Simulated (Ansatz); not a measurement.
# CaZnIn in the AlB2 type: lattice stability ahead of a resistivity run

Question: is the lattice of CaZnIn in the AlB2 type stable, and if so, what are its coupling constant and resistivity?

Program: Ansatz 0.2.0. Level of theory: DFT LDA, scalar-relativistic, plane waves, PAW; PAW set soft_1. Results are calculated unless marked as measured.

Most raw output is cut from this account.

The structure was built from a prototype and need not be the compound's stable phase.

## 1. The structure

It takes space group P-6m2 (No. 187, hexagonal). The conventional cell has a = 4.532 Å, b = 4.532 Å, c = 4.759 Å, α = 90.00°, β = 90.00°, γ = 120.00°. Nearest to Ca lie 6 In at 3.54 Å and 6 Zn at 3.54 Å. Nearest to In lie 3 Zn at 2.62 Å and 6 Ca at 3.54 Å. Nearest to Zn lie 3 In at 2.62 Å and 6 Ca at 3.54 Å. Farther neighbours are not listed.

## 2. Relaxing cell and atoms

Lattice constant and positions set the bands and the force constants, so the cell is relaxed first.

input.yaml

```yaml
crystal:
  lattice:
    - [4.53233, 0.0, 0.0]
    - [-2.26617, 3.92511, 0.0]
    - [0.0, 0.0, 4.75895]
  atoms:
    - { symbol: Ca, position: [0.0, 0.0, 0.0] }
    - { symbol: In, position: [0.33333333, 0.66666667, 0.5] }
    - { symbol: Zn, position: [0.66666667, 0.33333333, 0.5] }
kpoints:
  mp_grid: { grid: [9, 9, 6] }
hamiltonian:
  xc: lda
  pseudopotentials: { kind: paw, azcp: { folder: soft_1 }, xc_functional: pbe }
scf:
  occupations: { method: gaussian, width: 0.1 }
output:
  forces: true
  stress: true
  eigenvalues: true
relax:
  adjacent_minimum: "off"
  f_tol: 0.005
  max_steps: 80
  cell: { stress_tol: 0.05 }
```

Command:

```console
> ansatz run input.yaml --threads 4 --pin off --max-ram 12288MiB --backend cpu --events-out ev --progress --plain --runs-dir out
```

Wall time 28 s (4 threads of Arm Neoverse V2, shared host); peak memory 0.48 GiB.

The steps of the relaxation:

| step | energy less that of the first step (eV) | largest force component (eV/Å) | pressure (GPa) | volume (Å³) |
| --- | --- | --- | --- | --- |
| 1 | 0.0000 | 0.0000 | -4.80 | 84.66 |
| 2 | -0.2096 | 0.0000 | -2.83 | 78.21 |
| 3 | -0.3436 | 0.0000 | -1.18 | 73.59 |
| 4 | -0.4453 | 0.0000 | -0.07 | 70.25 |
| 5 | -0.5442 | 0.0000 | 0.23 | 67.94 |
| 6 | -0.6415 | 0.0000 | 0.51 | 65.63 |
| 7 | -0.6283 | 0.0000 | 0.90 | 63.62 |
| 8 | -0.6582 | 0.0000 | 0.07 | 65.25 |
| 9 | -0.6585 | 0.0000 | 0.00 | 65.43 |
| 10* | -0.6575 | 0.0000 | 0.00 | 65.43 |

Relaxation steps marked * repeat the geometry before them on a plane-wave basis chosen anew for their cell, so energy and pressure can jump there. Relaxation step 7 was tried and not accepted.

The run keeps the 12 symmetry operations that it works with, so distortions that break them were not tested.

| cell as run | before | after | change |
| --- | --- | --- | --- |
| a (Å) | 4.532 | 4.635 | +2.3 % |
| b (Å) | 4.532 | 4.635 | +2.3 % |
| c (Å) | 4.759 | 3.517 | -26.1 % |
| volume (Å³/atom) | 28.22 | 21.81 | -22.7 % |

Final coordinates:

```xyz
3
Lattice="4.6349 0.0000 0.0000 -2.3174 4.0139 0.0000 0.0000 0.0000 3.5172" Properties=species:S:1:pos:R:3 pbc="T T T"
Ca    0.0000    0.0000    0.0000
In    0.0000    2.6759    1.7586
Zn    2.3174    1.3380    1.7586
```

This step gave:

```yaml
pressure: -0.004381 GPa
volume_per_atom: 21.81 Å³/atom
metallic_on_mesh: yes
gap_on_the_k_mesh: 0 eV
```

The largest force is now zero by symmetry and the largest stress component 0.030 GPa.

## 3. Relaxation

The relaxation is repeated from the new cell as a check.

input.yaml, the sections that differ from step 2:

```yaml
crystal:
  lattice:
    - [4.6348582759, 2.9521e-06, 0.0]
    - [-2.3174316945, 4.0139035338, 0.0]
    - [0.0, 0.0, 3.5171933779]
  atoms:
    - { symbol: Ca, position: [0.0, 0.0, 0.0] }
    - { symbol: In, position: [0.3333333333, 0.6666666667, 0.5] }
    - { symbol: Zn, position: [0.6666666667, 0.3333333333, 0.5] }
kpoints:
  mp_grid: { grid: [9, 9, 8] }
# hamiltonian, scf, output, relax: as in step 2
```

The job ended after 9.9 s (4 threads; peak memory 0.45 GiB; 38 s of CPU time).

Step by step:

| step | energy less that of the first step (eV) | largest force component (eV/Å) | pressure (GPa) | volume (Å³) |
| --- | --- | --- | --- | --- |
| 1 | 0.0000 | 0.0000 | 0.13 | 65.43 |
| 2 | -0.0010 | 0.0000 | -0.02 | 65.79 |
| 3 | -0.0010 | 0.0000 | 0.01 | 65.79 |
| 4 | -0.0011 | 0.0000 | 0.01 | 65.79 |

The log counts 1 steps on a newly chosen plane-wave basis, not all of them marked here; energy and pressure can jump at such steps.

| conventional cell, symmetrised | before | after | change |
| --- | --- | --- | --- |
| a (Å) | 4.635 | 4.626 | -0.2 % |
| b (Å) | 4.635 | 4.626 | -0.2 % |
| c (Å) | 3.517 | 3.551 | +1.0 % |
| volume (Å³/atom) | 21.81 | 21.93 | +0.5 % |

The relaxed structure:

```xyz
3
Lattice="4.6256 0.0000 0.0000 -2.3128 4.0059 0.0000 0.0000 0.0000 3.5507" Properties=species:S:1:pos:R:3 pbc="T T T"
Ca    0.0000    0.0000    0.0000
In    0.0000    2.6706    1.7754
Zn    2.3128    1.3353    1.7754
```

Numbers from this step:

- pressure: 0.01381 GPa
- volume per atom: 21.93 Å³/atom

The largest force is now zero by symmetry and the largest stress component 0.019 GPa.

## 4. Tight relaxation

No force is left; the cell is relaxed once more with another smearing and tight thresholds.

input.yaml, the sections that differ from step 3:

```yaml
crystal:
  lattice:
    - [4.6255663464, 2.9462e-06, 0.0]
    - [-2.3127857247, 4.0058564898, 0.0]
    - [0.0, 0.0, 3.550733934]
  atoms:
    - { symbol: Ca, position: [0.0, 0.0, 0.0] }
    - { symbol: In, position: [0.3333333333, 0.6666666667, 0.5] }
    - { symbol: Zn, position: [0.6666666667, 0.3333333333, 0.5] }
kpoints:
  mp_grid: { grid: [6, 6, 8] }
scf:
  occupations: { method: methfessel_paxton, width: 0.2 }
relax:
  adjacent_minimum: "off"
  f_tol: 0.001
  max_steps: 60
  cell: { stress_tol: 0.01 }
# hamiltonian, output: as in step 3
```

It took 4.5 s on 4 threads; peak memory 0.42 GiB.

Step by step:

| step | energy less that of the first step (eV) | largest force component (eV/Å) | pressure (GPa) | volume (Å³) |
| --- | --- | --- | --- | --- |
| 1 | 0.0000 | 0.0000 | 0.01 | 65.79 |
| 2 | -0.0009 | 0.0000 | 0.00 | 66.00 |
| 3 | -0.0009 | 0.0000 | 0.00 | 66.00 |

The log counts 1 steps on a newly chosen plane-wave basis, not all of them marked here; energy and pressure can jump at such steps.

| conventional cell, symmetrised | before | after | change |
| --- | --- | --- | --- |
| a (Å) | 4.626 | 4.615 | -0.2 % |
| b (Å) | 4.626 | 4.615 | -0.2 % |
| c (Å) | 3.551 | 3.578 | +0.8 % |
| volume (Å³/atom) | 21.93 | 22.00 | +0.3 % |

The relaxed structure:

```xyz
3
Lattice="4.6152 0.0000 0.0000 -2.3076 3.9969 0.0000 0.0000 0.0000 3.5779" Properties=species:S:1:pos:R:3 pbc="T T T"
Ca    0.0000    0.0000    0.0000
In    0.0000    2.6646    1.7890
Zn    2.3076    1.3323    1.7890
```

This step gave:

```yaml
pressure: -0.004814 GPa
volume_per_atom: 22.00 Å³/atom
```

The largest force is now zero by symmetry and the largest stress component 0.0075 GPa, small enough for phonons.

## 5. Phonons by linear response: q 2×2×2, k 4×4×4

Before any scattering is computed, the phonons show whether the structure is a minimum.

input.yaml

```yaml
crystal:
  lattice:
    - [4.615216644, 2.9396e-06, 0.0]
    - [-2.3076108678, 3.9968933879, 0.0]
    - [0.0, 0.0, 3.577929671]
  atoms:
    - { symbol: Ca, position: [0.0, 0.0, 0.0] }
    - { symbol: In, position: [0.3333333333, 0.6666666667, 0.5] }
    - { symbol: Zn, position: [0.6666666667, 0.3333333333, 0.5] }
kpoints:
  mp_grid: { grid: [4, 4, 4] }
hamiltonian:
  xc: lda
  pseudopotentials: { kind: paw, azcp: { folder: soft_1 }, xc_functional: pbe }
scf:
  occupations: { method: methfessel_paxton, width: 0.2 }
output:
  eigenvalues: true
phonons:
  method: dfpt
  qmesh: [2, 2, 2]
  temperatures: { t_max: 1000, t_step: 50 }
  qpath:
    path:
      - [[0.0, 0.0, 0.0], [0.5, 0.0, 0.0], [0.33333333, 0.33333333, 0.0], [0.0, 0.0, 0.0], [0.0, 0.0, 0.5], [0.5, 0.0, 0.5], [0.33333333, 0.33333333, 0.5], [0.0, 0.0, 0.5]]
      - [[0.5, 0.0, 0.5], [0.5, 0.0, 0.0]]
      - [[0.33333333, 0.33333333, 0.5], [0.33333333, 0.33333333, 0.0]]
    npoints: 10
```

Elapsed: 31 s, on 4 threads; peak memory 0.51 GiB.

Numbers from this step:

```yaml
share_of_imaginary_modes_in_the_plain_interpolation_between_solved_wavevectors: 0.0466
highest_frequency_solved_or_plainly_interpolated: 232.9 cm⁻¹
```

Solved on the 2×2×2 mesh alone; all other wavevectors are interpolated. The phonon branches at the labelled points (cm⁻¹):

| point | branch 1 | branch 2 | branch 3 | branch 4 | branch 5 | branch 6 | branch 7 | branch 8 | branch 9 |
| --- | --- | --- | --- | --- | --- | --- | --- | --- | --- |
| Γ | 0 | 0 | 0 | 93 | 160 | 178 | 178 | 196 | 196 |
| halfway | 43 | 50 | 81 | 87 | 150 | 155 | 158 | 194 | 208 |
| M | 68 | 75 | 80 | 121 | 133 | 142 | 158 | 163 | 215 |
| halfway | 68 | 78 | 80 | 109 | 134 | 141 | 166 | 171 | 207 |
| K | 68 | 80 | 91 | 92 | 132 | 141 | 181 | 182 | 188 |
| halfway | 48 | 55 | 85 | 93 | 148 | 149 | 153 | 200 | 202 |
| Γ | 0 | 0 | 0 | 93 | 160 | 178 | 178 | 196 | 196 |
| halfway | 49 | 49 | 63 | 79 | 174 | 174 | 195 | 195 | 198 |
| A | 42 | 70 | 70 | 92 | 170 | 170 | 193 | 193 | 233 |
| halfway | -11 | 54 | 79 | 95 | 163 | 171 | 182 | 190 | 218 |
| L | -54 | -33 | 86 | 124 | 155 | 158 | 170 | 186 | 205 |
| halfway | -55 | -43 | 88 | 128 | 156 | 158 | 168 | 177 | 208 |
| H | -56 | -52 | 90 | 135 | 158 | 158 | 166 | 166 | 209 |
| halfway | -24 | 40 | 81 | 100 | 162 | 170 | 180 | 186 | 215 |
| A | 42 | 70 | 70 | 92 | 170 | 170 | 193 | 193 | 233 |
| jump to L | -54 | -33 | 86 | 124 | 155 | 158 | 170 | 186 | 205 |
| halfway | 27 | 50 | 81 | 122 | 141 | 153 | 166 | 182 | 204 |
| M | 68 | 75 | 80 | 121 | 133 | 142 | 158 | 163 | 215 |
| jump to H | -56 | -52 | 90 | 135 | 158 | 158 | 166 | 166 | 209 |
| halfway | 22 | 40 | 90 | 110 | 143 | 157 | 177 | 178 | 193 |
| K | 68 | 80 | 91 | 92 | 132 | 141 | 181 | 182 | 188 |

Lowest modes at the softest wavevector of the mesh. Modes at q = (0.000, 0.500, 0.500), with each element's share of the kinetic energy (negative means imaginary):

| mode | frequency (cm⁻¹) | Ca % | In % | Zn % |
| --- | --- | --- | --- | --- |
| 1 | -54.1 | 10 | 38 | 52 |
| 2 | -32.9 | 2 | 52 | 46 |
| 3 | 86.5 | 0 | 62 | 38 |
| 4 | 123.8 | 8 | 88 | 4 |
| 5 | 155.1 | 100 | 0 | 0 |
| 6 | 157.5 | 12 | 1 | 87 |

Displacements in mode 1 (-54.1 cm⁻¹), the largest set to 1, in the home cell:
```
Ca1  0.00 -0.55  0.00
In2  0.00  0.00 -0.64
Zn3  0.00  0.00 -1.00
```

Displacements in mode 5 (155.1 cm⁻¹), the largest set to 1, in the home cell:
```
Ca1 1.00 0.00 0.00
In2 0.00 0.00 0.00
Zn3 0.00 0.00 0.00
```

Among the solved wavevectors the lowest mode, translations apart, is -54.1 cm⁻¹, imaginary.

## 6. Lattice stability: q 3×3×2, k 6×6×6

An imaginary mode on so few k-points may come from the sampling, so the phonons are repeated with another q and k mesh.

Changes to input.yaml since step 5:

```diff
@@ -10,3 +10,3 @@
 kpoints:
-  mp_grid: { grid: [4, 4, 4] }
+  mp_grid: { grid: [6, 6, 6] }
 hamiltonian:
@@ -20,3 +20,3 @@
   method: dfpt
-  qmesh: [2, 2, 2]
+  qmesh: [3, 3, 2]
   temperatures: { t_max: 1000, t_step: 50 }
```

Elapsed: 2.4 min, on 4 threads; peak memory 0.87 GiB; 9.2 min of CPU time.

This step gave:

| Property | Result |
| --- | --- |
| share of imaginary modes in the plain interpolation between solved wavevectors | 0.0338 |
| highest frequency, solved or plainly interpolated | 220.3 cm⁻¹ |

Solved on the 3×3×2 mesh alone; all other wavevectors are interpolated. The phonon branches at the labelled points (cm⁻¹):

| point | branch 1 | branch 2 | branch 3 | branch 4 | branch 5 | branch 6 | branch 7 | branch 8 | branch 9 |
| --- | --- | --- | --- | --- | --- | --- | --- | --- | --- |
| Γ | 0 | 0 | 0 | 91 | 165 | 171 | 171 | 186 | 186 |
| halfway | 51 | 53 | 90 | 95 | 150 | 151 | 160 | 196 | 204 |
| M | 73 | 77 | 87 | 120 | 135 | 151 | 163 | 185 | 213 |
| halfway | 74 | 83 | 86 | 111 | 134 | 148 | 172 | 187 | 207 |
| K | 75 | 86 | 95 | 97 | 132 | 144 | 185 | 193 | 194 |
| halfway | 56 | 60 | 90 | 104 | 146 | 150 | 158 | 201 | 202 |
| Γ | 0 | 0 | 0 | 91 | 165 | 171 | 171 | 186 | 186 |
| halfway | 38 | 51 | 51 | 69 | 168 | 168 | 182 | 187 | 187 |
| A | 34 | 42 | 74 | 74 | 164 | 164 | 188 | 188 | 200 |
| halfway | -26 | 45 | 79 | 98 | 160 | 167 | 175 | 187 | 207 |
| L | -51 | 51 | 84 | 124 | 153 | 158 | 169 | 186 | 213 |
| halfway | -46 | 43 | 90 | 128 | 153 | 160 | 168 | 174 | 217 |
| H | -40 | 31 | 94 | 135 | 153 | 161 | 161 | 168 | 220 |
| halfway | -31 | 44 | 82 | 102 | 160 | 168 | 175 | 181 | 210 |
| A | 34 | 42 | 74 | 74 | 164 | 164 | 188 | 188 | 200 |
| jump to L | -51 | 51 | 84 | 124 | 153 | 158 | 169 | 186 | 213 |
| halfway | 34 | 71 | 81 | 122 | 144 | 150 | 178 | 190 | 202 |
| M | 73 | 77 | 87 | 120 | 135 | 151 | 163 | 185 | 213 |
| jump to H | -40 | 31 | 94 | 135 | 153 | 161 | 161 | 168 | 220 |
| halfway | 43 | 64 | 94 | 113 | 140 | 155 | 181 | 184 | 202 |
| K | 75 | 86 | 95 | 97 | 132 | 144 | 185 | 193 | 194 |

Lowest modes at the softest wavevector of the mesh. Modes at q = (0.333, -0.333, 0.500), with each element's share of the kinetic energy (negative means imaginary):

| mode | frequency (cm⁻¹) | Ca % | In % | Zn % |
| --- | --- | --- | --- | --- |
| 1 | -41.0 | 10 | 67 | 22 |
| 2 | 47.9 | 0 | 25 | 75 |
| 3 | 81.4 | 0 | 61 | 39 |
| 4 | 109.3 | 6 | 68 | 26 |
| 5 | 159.2 | 100 | 0 | 0 |
| 6 | 166.4 | 11 | 21 | 68 |

Displacements in mode 1 (-41.0 cm⁻¹), the largest set to 1, in the home cell (x, y, z of the real part, then of the imaginary part):
```
Ca1 -0.57  0.33  0.00  0.08 -0.05  0.00
In2  0.00  0.00  0.93  0.00  0.00  0.37
Zn3  0.00  0.00 -0.59  0.00  0.00  0.48
```

Displacements in mode 5 (159.2 cm⁻¹), the largest set to 1, in the home cell:
```
Ca1 0.58 1.00 0.00
In2 0.00 0.00 0.00
Zn3 0.00 0.00 0.00
```

The modes has structure finer than the step of the table below, so its rows give means over 10 cm⁻¹, whole bins alone (the curve runs from -60.1 to 236 cm⁻¹). Peaks (cm⁻¹: height): Ca 160.0: 0.067, 202.9: 0.0331; In -41.4: 0.00867, 29.4: 0.0174, 83.5: 0.0347, 115.2: 0.0296, 188.0: 0.0205; Zn 50.0: 0.0204, 85.4: 0.0429, 152.5: 0.0387, 188.0: 0.0302.

Phonopy on the run's constants, 15x15x15 mesh, Gaussian sigma 2.1 cm⁻¹. Table of modes by wavenumber; means over each step; values in 1/cm⁻¹/cell:

| wavenumber (cm⁻¹) | Ca | In | Zn |
| --- | --- | --- | --- |
| -50 | 3.4e-4 | 0.00217 | 6.1e-4 |
| -40 | 0.00103 | 0.00760 | 0.00171 |
| -30 | 6.5e-4 | 0.00505 | 0.00119 |
| -20 | 5.2e-4 | 0.00419 | 0.00115 |
| -10 | 3.6e-4 | 0.00303 | 7.4e-4 |
| 0 | 8.9e-5 | 8.5e-4 | 1.4e-4 |
| 10 | 2.2e-4 | 0.00146 | 5.2e-4 |
| 20 | 5.3e-4 | 0.00318 | 0.00143 |
| 30 | 0.00194 | 0.0129 | 0.00559 |
| 40 | 0.00142 | 0.0101 | 0.0101 |
| 50 | 0.00189 | 0.0166 | 0.0185 |
| 60 | 0.00197 | 0.0184 | 0.0165 |
| 70 | 0.00214 | 0.0260 | 0.0205 |
| 80 | 0.00197 | 0.0326 | 0.0327 |
| 90 | 0.00112 | 0.0236 | 0.0250 |
| 100 | 8.9e-4 | 0.00895 | 0.00363 |
| 110 | 0.00364 | 0.0220 | 0.00541 |
| 120 | 0.00407 | 0.0229 | 0.00372 |
| 130 | 0.00268 | 0.00397 | 0.00344 |
| 140 | 0.0132 | 0.00161 | 0.0144 |
| 150 | 0.0444 | 0.00490 | 0.0291 |
| 160 | 0.0621 | 0.00697 | 0.0210 |
| 170 | 0.0444 | 0.00648 | 0.0108 |
| 180 | 0.0283 | 0.00966 | 0.0165 |
| 190 | 0.0263 | 0.0188 | 0.0263 |
| 200 | 0.0299 | 0.0166 | 0.0197 |
| 210 | 0.0206 | 0.00832 | 0.00853 |
| 220 | 0.00335 | 0.00113 | 0.00103 |
| 230 | 5.0e-6 | 2.1e-6 | 2.0e-6 |

No LO-TO term; unit eigenvectors of the mass-weighted matrix. Modes at Γ, with each element's share of the kinetic energy:

| mode | frequency (cm⁻¹) | symmetry | Ca % | In % | Zn % |
| --- | --- | --- | --- | --- | --- |
| 1 | 0.0 | unnamed | 18 | 52 | 30 |
| 2 | 0.0 | unnamed | 18 | 52 | 30 |
| 3 | 0.0 | unnamed | 18 | 52 | 30 |
| 4 | 90.6 | A2'' | 0 | 36 | 64 |
| 5 | 164.8 | A2'' | 82 | 12 | 7 |
| 6 | 171.2 | E' | 76 | 3 | 22 |
| 7 | 171.2 | E' | 76 | 3 | 22 |
| 8 | 186.4 | E' | 6 | 45 | 49 |
| 9 | 186.4 | E' | 6 | 45 | 49 |

Displacements in mode 4 (90.6 cm⁻¹), the largest set to 1:
```
Ca1  0.00  0.00  0.00
In2  0.00  0.00 -0.57
Zn3  0.00  0.00  1.00
```

Displacements in mode 8 (186.4 cm⁻¹), the largest set to 1:
```
Ca1  0.00  0.45  0.00
In2  0.00 -0.73  0.00
Zn3  0.00  1.00  0.00
```

Among the solved wavevectors the lowest mode, translations apart, is -41 cm⁻¹, imaginary.

## 7. What came out

| Property | Result |
| --- | --- |
| phonon run of the rows without a label of their own | LDA, q 3×3×2, k 6×6×6 |
| softest mode on the q mesh | -41 cm⁻¹ at q = (0.333, -0.333, 0.5) |
| highest frequency, solved or plainly interpolated | 220 cm⁻¹ |

In words: The lattice is dynamically unstable at this level: a mode at q = (0.333, -0.333, 0.5) is imaginary, 41i cm⁻¹, so no harmonic coupling constant or resistivity is defined for this structure. These meshes are coarse, and single modes of a metal can move by tens of cm⁻¹ with the k mesh. The coarser mesh found an imaginary mode at another wavevector, which this mesh lacks. The phonon runs are not spin-polarised. The PAW files were made for PBE; under other functionals the run regenerates their frozen core. The structure was built by hand as an ordered model, and its stability against other phases was not tested.

[Logs are printed without paths, hosts, clocks, repeated set-up lines and the standing remarks that a program may print on its own settings, such as how far it seeks lower states.]

[Hosts, paths, dates, database ids (printed as entryN), source tags and the programs' standing remarks are cut or masked in the printed files.]
